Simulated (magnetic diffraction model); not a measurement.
# Which magnetic order? DyCuB4

Space group Pbam (no. 55), a = 5.9850 Å, b = 11.5050 Å, c = 3.3970 Å.

| site | atom | x | y | z |
| --- | --- | --- | --- | --- |
| 4g | Dy | 0.8712 | 0.8471 | 0 |
| 4g | Cu | 0.8663 | 0.5884 | 0 |
| 4h | B | 0.5191 | 0.8064 | 1/2 |
| 4h | B | 0.6025 | 0.9555 | 1/2 |
| 4h | B | 0.6405 | 0.5342 | 1/2 |
| 4h | B | 0.7237 | 0.6855 | 1/2 |

This is a made-up structure (elements placed in a structure type, unrelaxed), so the numbers test the method and describe no known phase.

Only Dy is taken to order (form factors of Dy3+); orders and moment sizes are assumed, and not adapted to the symmetry. Radiation: neutrons of λ = 2.0775 Å (absorption by B and Dy left out), 1.5° to 65°; isotropic B of 0.53 Å² (Dy), 0.47 Å² (Cu) and 0.74 Å² (B). The intensities are simulated: I ∝ L Σ (|F_N|² + |F_M⊥|²) for unpolarised neutrons, with F_M = 2.695 fm/μB × Σ f(s) S exp(2πi Q·r) exp(−B s²) at Q = H ± k (one set where k and −k are equivalent), only the part normal to Q counting and L = 1/(sin²θ cos θ). For a modulated order the moment at position r is S exp(−2πi k·r) + c.c., with S = m/2 for a sine wave of amplitude m and S = m(u + iv)/2 for moments turning in a plane, u and v being orthogonal unit vectors in it; the phase factor of the sum at Q = H + k is then exp(2πi H·r). Form factors are spin-only for 3d ions and dipole or tabulated for f ions, scattering lengths are Sears's of 1992, and absorption is left out. A label names one of the reflections at its angle. The strongest nuclear line in the range is 100, and lines under 0.2 are left out.

Above the ordering temperature:

| 2θ (°) | index | I |
| --- | --- | --- |
| 29.01 | (1 2 0) | 2.7 |
| 35.61 | (0 0 1) | 1.3 |
| 37.53 | (1 3 0) | 9.9 |
| 41.60 | (0 2 1) | 2.5 |
| 42.04 | (2 1 0) | 25.0 |
| 42.34 | (0 4 0) | 9.9 |
| 42.57 | (1 1 1) | 6.3 |
| 46.56 | (1 2 1) | 24.4 |
| 47.24 | (1 4 0) | 8.4 |
| 52.24 | (2 3 0) | 4.3 |
| 52.70 | (1 3 1) | 43.2 |
| 55.11 | (2 0 1) | 0.5 |
| 56.24 | (2 1 1) | 100.0 |
| 56.49 | (0 4 1) | 52.9 |
| 57.85 | (1 5 0) | 0.5 |
| 60.12 | (2 4 0) | 0.4 |
| 60.53 | (1 4 1) | 46.7 |
| 63.80 | (3 1 0) | 4.1 |
| 64.83 | (2 3 1) | 46.2 |

Below it (cell unchanged):

```tsv
2θ (°)	I
8.63	76.8
12.09	38.8
21.81	0.9
23.43	1.4
27.75	4.1
29.01	2.7
29.64	0.6
30.32	4.0
33.23	0.5
35.61	1.3
36.01	3.9
36.71	7.4
37.53	9.9
37.74	7.0
39.08	3.4
41.60	2.5
42.04	25.0
42.15	2.1
42.34	9.9
42.57	6.3
43.07	2.0
45.56	1.1
45.74	4.5
46.56	24.4
46.99	0.4
47.24	8.4
47.45	4.2
48.95	0.9
49.50	0.4
51.55	4.1
51.75	2.5
52.24	4.3
52.70	43.2
53.90	3.8
55.11	0.5
55.14	3.7
```
(The table stops after 36 lines; 15 more lie at higher angle.)

**Question.** Find the propagation vector, then choose among these models:
A. a sine wave with moments along [100] (amplitudes given), 6.1 μB on Dy; signs + at (0.8712, 0.8471, 0), − at (0.1288, 0.1529, 0), + at (0.3712, 0.6529, 0), − at (0.6288, 0.3471, 0)
B. moments turning in the plane of [010] and [001], 6.1 μB on Dy; signs + at (0.8712, 0.8471, 0), − at (0.1288, 0.1529, 0), + at (0.3712, 0.6529, 0), − at (0.6288, 0.3471, 0)
C. moments turning in the plane of [001] and [100], 6.1 μB on Dy; signs + at (0.8712, 0.8471, 0), − at (0.1288, 0.1529, 0), + at (0.3712, 0.6529, 0), − at (0.6288, 0.3471, 0)
D. a sine wave with moments along [001] (amplitudes given), 6.1 μB on Dy; signs + at (0.8712, 0.8471, 0), − at (0.1288, 0.1529, 0), + at (0.3712, 0.6529, 0), − at (0.6288, 0.3471, 0)

The new lines index as (0 5/6 0) at 8.63°, (0 7/6 0) at 12.09°, (1 5/6 0) at 21.81° and (1 7/6 0) at 23.43°, that is as H ± k with k = (0 1/6 0). Satellites come in pairs about each point of the reciprocal lattice.

Magnetic intensity, observed (below minus above) and for each model:

| 2θ (°) | index | observed | A | B | C | D |
| --- | --- | --- | --- | --- | --- | --- |
| 8.63 | (0 5/6 0) | 76.8 | 76.8 | 76.8 | 153.6 | 76.8 |
| 12.09 | (0 7/6 0) | 38.8 | 38.8 | 38.8 | 77.6 | 38.8 |
| 21.81 | (1 5/6 0) | 0.9 | 0.9 | 10.8 | 6.8 | 5.9 |
| 23.43 | (1 7/6 0) | 1.4 | 1.4 | 8.8 | 6.4 | 5.1 |
| 27.75 | (1 11/6 0) | 4.1 | 4.1 | 13.1 | 12.7 | 8.6 |
| 36.71 | (0 5/6 1) | 7.4 | 7.4 | 7.4 | 7.8 | 0.4 |
| 40.66 | (2 1/6 0) | <0.2 | <0.2 | 17.5 | 8.8 | 8.7 |
| 55.14 | (2 1/6 1) | 3.7 | 3.7 | 13.3 | 8.5 | 4.8 |

Model A matches.

The structure used: k = (0 1/6 0), a sine wave with moments along [100] (amplitudes given), 6.1 μB on Dy; signs + at (0.8712, 0.8471, 0), − at (0.1288, 0.1529, 0), + at (0.3712, 0.6529, 0), − at (0.6288, 0.3471, 0).

[Logs are printed without paths, hosts, clocks, repeated set-up lines and the standing remarks that a program may print on its own settings, such as how far it seeks lower states.]
